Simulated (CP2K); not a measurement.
Two runs for the C K edge of benzene. Run A: CP2K XAS_TDP, all-electron GAPW, PBEh(45%), aug-cc-pVDZ, TDA, no relativity. Run B differs in one setting.

First lines with a strength over 0.0015. A:

| atom | energy (eV) | states | strength, one atom |
| --- | --- | --- | --- |
| C1 (bonded to 2 C and H), 6 alike | 281.41 | 1 | 0.0524 |
|  | 284.19 | 1 | 0.0104 |
|  | 285.25 | 1 | 0.0027 |
|  | 286.00 | 1 | 0.0034 |
|  | 286.12 | 1 | 0.0038 |

B:

| atom | energy (eV) | states | strength, one atom |
| --- | --- | --- | --- |
| C1 (bonded to 2 C and H), 6 alike | 281.48 | 1 | 0.0517 |
|  | 285.52 | 1 | 0.0250 |
|  | 287.91 | 1 | 0.0079 |
|  | 288.21 | 1 | 0.0090 |
|  | 288.77 | 1 | 0.0020 |

Which was it: scalar relativity switched on, GW2X switched on, the functional, the basis?

The basis (basis from aug-cc-pVDZ to 6-31G*; the lines alone don't name the new value). A basis moves diffuse and continuum lines far more than the leading valence line. Against PBEh(45%) in aug-cc-pVDZ, the leading line moves by +0.07 eV, to 281.48 eV. The next line of C1 over the strength cut lies 4.04 eV higher, against 2.78.

[Hosts, paths, dates, database ids (printed as entryN), source tags and the programs' standing remarks are cut or masked in the printed files.]
